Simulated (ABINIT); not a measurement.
# Quasiparticle gap of CaC2 (I4/mmm) in ABINIT

Wanted: ground state, empty states, screening and self-energy for CaC2 (I4/mmm).

Main program and level: ABINIT 10.8.3; PBEsol and many-body steps on it, plane waves.

### 1. The structure

It takes space group I4/mmm (No. 139, tetragonal). The conventional cell has a = 3.869 Å, b = 3.869 Å, c = 6.404 Å, α = 90.00°, β = 90.00°, γ = 90.00°. Nearest to Ca lie 10 C at 2.58 to 2.81 Å. Nearest to C lie 1 C at 1.25 Å and 5 Ca at 2.58 to 2.81 Å. Farther neighbours are not listed.

The cell and positions are those that the Materials Project relaxed with its own functionals (PBE, PBE+U or r2SCAN), kept fixed.

### 2. Ground state

This step: ABINIT 10.8.3; DFT, PBEsol, plane waves, norm-conserving pseudopotentials.

The ground-state density comes first.

The input, run.abi:

```
acell 3*1.0 Angstrom
rprim 
  -1.934298599400 1.934298599400 3.202111242500
  1.934298599400 -1.934298599400 3.202111242500
  1.934298599400 1.934298599400 -3.202111242500
ntypat 2
znucl 20 6
natom 3
typat 1 2 2
xred 
  0.000000000000 0.000000000000 0.000000000000
  0.597892720000 0.597892720000 0.000000000000
  0.402107280000 0.402107280000 0.000000000000
pp_dirpath "pseudos"
pseudos "Ca.upf, C.upf"
ecut 37
ngkpt 8 8 8
nshiftk 1
shiftk 0 0 0
kptopt 1
chksymbreak 0
nband 14
occopt 1
tolvrs 1e-10
nstep 60
prtwf 0
optforces 0
optstress 0
indata_prefix "in"
outdata_prefix "out"
tmpdata_prefix "tmp"
```

Run with:

```bash
> OMP_NUM_THREADS=1 mpirun -n 4 abinit run.abi > log
```

Numbers of over 12 decimals in the logs are rounded to 6 here.

What it wrote:

```text
.Version 10.8.3 of ABINIT. v10.8.2 released Aug 2026.

 Symmetries : space group I4/m m m (#139); Bravais tI (body-center tetrag.)
================================================================================
 Values of the parameters that define the memory need of the present run
     intxc =       0    ionmov =       0      iscf =       7    lmnmax =       6
     lnmax =       6     mgfft =      45  mpssoang =       3    mqgrid =    3001
     natom =       3  nloc_mem =       1    nspden =       1   nspinor =       1
    nsppol =       1      nsym =      16    n1xccc =    2501    ntypat =       2
    occopt =       1   xclevel =       2
-    mband =          14        mffmem =           1         mkmem =          15
       mpw =        3508          nfft =       91125          nkpt =          59
================================================================================
  Rough estimation (10% accuracy) of disk space for files :
================================================================================

--------------------------------------------------------------------------------
------------- Echo of variables that govern the present computation ------------
--------------------------------------------------------------------------------
 -outvars: echo values of preprocessed input variables --------
            acell      1.8897261259E+00  1.8897261259E+00  1.8897261259E+00 Bohr

      chksymbreak           0
             ecut      3.70000000E+01 Hartree
-          fftalg         312

              ixc     -116133
              kpt      0.00000000E+00  0.00000000E+00  0.00000000E+00
                       1.25000000E-01  0.00000000E+00  0.00000000E+00
                       2.50000000E-01  0.00000000E+00  0.00000000E+00
                       3.75000000E-01  0.00000000E+00  0.00000000E+00
                       5.00000000E-01  0.00000000E+00  0.00000000E+00
                       1.25000000E-01  1.25000000E-01  0.00000000E+00
                       2.50000000E-01  1.25000000E-01  0.00000000E+00
                       3.75000000E-01  1.25000000E-01  0.00000000E+00
                       5.00000000E-01  1.25000000E-01  0.00000000E+00
   [... 39 further rows ...]
                       5.00000000E-01  5.00000000E-01  2.50000000E-01
                      -3.75000000E-01  5.00000000E-01  2.50000000E-01
                       outvar_i_n : Printing only first  50 k-points.
         kptrlatt        8    0    0      0    8    0      0    0    8
          kptrlen      5.84847136E+01
P           mkmem          15
            natom           3
            nband          14
            ngfft          45      45      45
             nkpt          59
            nstep          60
             nsym          16
           ntypat           2
              occ      2.000000  2.000000  2.000000  2.000000  2.000000  2.000000
                       2.000000  2.000000  2.000000  0.000000  0.000000  0.000000
                       0.000000  0.000000
        optforces           0
        optstress           0
            prtwf           0
            rprim     -1.9342985994E+00  1.9342985994E+00  3.2021112425E+00
[...]
spgroup         139

           tolvrs      1.00000000E-10

             xred      0.0000000000E+00  0.0000000000E+00  0.0000000000E+00
[...]
znucl       20.00000    6.00000

================================================================================

 chkinp: Checking input parameters for consistency.

================================================================================
== DATASET  1 ==================================================================
-   mpi_nproc: 4, omp_nthreads: 1 (-1 if OMP is not activated)

--- !DatasetInfo
iteration_state: {dtset: 1, }
dimensions: {natom: 3, nkpt: 59, mband: 14, nsppol: 1, nspinor: 1, nspden: 1, mpw: 3508, }
cutoff_energies: {ecut:  37.0, pawecutdg:  -1.0, }
electrons: {nelect:   1.80000000E+01, charge:   0.00000000E+00, occopt:   1.00000000E+00, tsmear:   1.00000000E-02, }

 Real(R)+Recip(G) space primitive vectors, cartesian coordinates (Bohr,Bohr^-1):
 R(1)= -3.6552946  3.6552946  6.0511133  G(1)=  0.0000000  0.1367879  0.0826294
 R(2)=  3.6552946 -3.6552946  6.0511133  G(2)=  0.1367879  0.0000000  0.0826294
 R(3)=  3.6552946  3.6552946 -6.0511133  G(3)=  0.1367879  0.1367879  0.0000000
 Unit cell volume ucvol=  3.2340002E+02 bohr^3
 Angles (23,13,12)=  1.25317110E+02  1.25317110E+02  8.10134475E+01 degrees

 getcut: wavevector=  0.0000  0.0000  0.0000  ngfft=  45  45  45
         ecut(hartree)=     37.000   => boxcut(ratio)=   2.01976

--- Pseudopotential description ------------------------------------------------
- Ca Generated using ONCVPSP code by D. R. Hamann
- 20.00000  10.00000  180301                  znucl, zion, pspdat
12 -116133 2 -1 1746                          pspcod,pspxc,lmax,lloc,mmax
     nproj     2     2     2
  pspatm : epsatm=   12.46101000
         --- l  ekb(1:nproj) -->
[...]
pspatm: atomic psp has been read  and splines computed

- C Generated using ONCVPSP code by D. R. Hamann
-  6.00000   4.00000  180301                  znucl, zion, pspdat
12 -116133 1 -1 1248                          pspcod,pspxc,lmax,lloc,mmax
     nproj     2     2     0
  pspatm : epsatm=    4.34909242
         --- l  ekb(1:nproj) -->
[...]
pspatm: atomic psp has been read  and splines computed

   3.80865507E+02                                ecore*ucvol(ha*bohr**3)
--------------------------------------------------------------------------------

_setup2: Arith. and geom. avg. npw (full set) are    3475.963    3475.949

================================================================================

--- !BeginCycle
iteration_state: {dtset: 1, }
solver: {iscf: 7, nstep: 60, nline: 4, wfoptalg: 0, }
tolerances: {tolvrs: 1.00E-10, }

     iter   Etot(hartree)      deltaE(h)  residm     vres2
 ETOT  1  -50.516068549676    -5.052E+01 7.972E-02 8.885E+02
 ETOT  2  -50.621476948412    -1.054E-01 9.519E-02 1.726E+02
 ETOT  3  -50.643700089890    -2.222E-02 2.041E-02 1.196E+00
 ETOT  4  -50.643887199253    -1.871E-04 7.268E-03 1.804E-02
 ETOT  5  -50.643890041140    -2.842E-06 3.975E-03 1.483E-03
 ETOT  6  -50.643890222788    -1.816E-07 4.855E-03 1.025E-04
 ETOT  7  -50.643890235698    -1.291E-08 1.824E-03 2.365E-06
 ETOT  8  -50.643890236001    -3.025E-10 1.234E-03 4.268E-08
 ETOT  9  -50.643890236008    -6.978E-12 6.722E-04 4.015E-09
 ETOT 10  -50.643890236009    -1.258E-12 7.197E-04 3.124E-11

 At SCF step   10       vres2   =  3.12E-11 < tolvrs=  1.00E-10 =>converged.

--- !ResultsGS
iteration_state: {dtset: 1, }
comment   : Summary of ground state results
lattice_vectors:
- [ -3.6552946,   3.6552946,   6.0511133, ]
- [  3.6552946,  -3.6552946,   6.0511133, ]
- [  3.6552946,   3.6552946,  -6.0511133, ]
lattice_lengths: [   7.95854,    7.95854,    7.95854, ]
lattice_angles: [125.317, 125.317,  81.013, ] # degrees, (23, 13, 12)
lattice_volume:   3.2340002E+02
convergence: {deltae: -1.258E-12, res2:  3.124E-11, residm:  7.197E-04, diffor:  0.000E+00, }
etotal    :  -5.06438902E+01
entropy   :   0.00000000E+00
fermie    :   1.15683255E-01
cartesian_stress_tensor: null
pressure_GPa: null
xred      :
- [  0.0000E+00,   0.0000E+00,   0.0000E+00, Ca]
- [  5.9789E-01,   5.9789E-01,   5.7835E-18,  C]
- [  4.0211E-01,   4.0211E-01,   3.8896E-18,  C]
cartesian_forces: null
force_length_stats: {min: null, max: null, mean: null, }

 Integrated electronic density in atomic spheres:
 ------------------------------------------------
 Atom  Sphere_radius  Integrated_density
[...]
2        2.00000          4.22207523
    3        2.00000          4.22207523
================================================================================

 ----iterations are completed or convergence reached----

 Mean square residual over all n,k,spin=   95.948E-07; max=  71.970E-05
 reduced coordinates (array xred) for    3 atoms
       0.000000000000      0.000000000000      0.000000000000
       0.597892720000      0.597892720000      0.000000000000
       0.402107280000      0.402107280000      0.000000000000
 rms dE/dt=  0.0000E+00; max dE/dt=  0.0000E+00; dE/dt below (all hartree)
    1       0.000000000000      0.000000000000      0.000000000000
    2       0.000000000000      0.000000000000      0.000000000000
    3       0.000000000000      0.000000000000      0.000000000000

 cartesian coordinates (angstrom) at end:
    1      0.000000     0.000000     0.000000
    2      0.000000     0.000000     3.829038
    3      0.000000    -0.000000     2.575184
 length scales=  1.889726125908  1.889726125908  1.889726125908 bohr
              =  1.000000000000  1.000000000000  1.000000000000 angstroms
 prteigrs : about to open file out_EIG
 Fermi (or HOMO) energy (hartree) =   0.11568   Average Vxc (hartree)=  -0.35600
 Eigenvalues (hartree) for nkpt=  59  k points:
 kpt#   1, nband= 14, wtk=  0.00195, kpt=  0.0000  0.0000  0.0000 (reduced coord)
  -1.31068   -0.61560   -0.61560   -0.61132   -0.35808    0.01588    0.03419    0.07909
   0.07909    0.23216    0.23216    0.27401    0.30502    0.33165
 prteigrs : prtvol=0 or 1, do not print more k-points.

--- !EnergyTerms
iteration_state     : {dtset: 1, }
comment             : Components of total free energy in Hartree
kinetic             :  2.11564267918320E+01
hartree             :  1.04886408989111E+01
xc                  : -1.14163130406688E+01
Ewald energy        : -3.46605594982875E+01
psp_core            :  1.17769165910007E+00
local_psp           : -4.02191376709893E+01
non_local_psp       :  2.82936062409355E+00
total_energy        : -5.06438902360088E+01
total_energy_eV     : -1.37809045821110E+03
band_energy         : -6.72253690810460E+00

== END DATASET(S) ==============================================================
================================================================================

 -outvars: echo values of variables after computation  --------
           etotal     -5.0643890236E+01
            nband          14
             nkpt          59
          spgroup         139
 [... the other variables as echoed above ...]

 Calculation completed.
```

The job ended after 50 s (4 MPI ranks of Intel Xeon Platinum 8259CL at 2.50GHz (Skylake/Cascade Lake), shared host; peak memory 0.42 GiB).

Numbers from this step:

```yaml
total_energy: -1378.0905 eV
gap: 1.205 eV
k_of_the_valence_top: 0.5, 0.5, 0.5
k_of_the_conduction_bottom: 0.5, 0.5, 0
least_direct_gap: 2.264 eV
```

The gap is indirect, with the least direct gap 1.06 eV higher.

(Continued in part 2 of 3.)

[Paths, hosts, dates, memory and timing lines, banners, echoed tables and standing remarks are left out of the program output.]

[Logs are printed without paths, hosts, clocks, repeated set-up lines and the standing remarks that a program may print on its own settings, such as how far it seeks lower states.]

[Runs of the session that timed out or met a known fault of the program may be left out.]

[Hosts, paths, dates, database ids (printed as entryN), source tags and the programs' standing remarks are cut or masked in the printed files.]

[G0W0 gaps are taken among the corrected bands and points alone; a level outside them can change the order at an edge.]

[Where Ansatz stands beside ABINIT at settings called matched, ABINIT's density can come from a denser mesh and the files from another edition; pairs whose starting gaps differed by over 0.03 eV were left out, so agreement reads better than it is.]
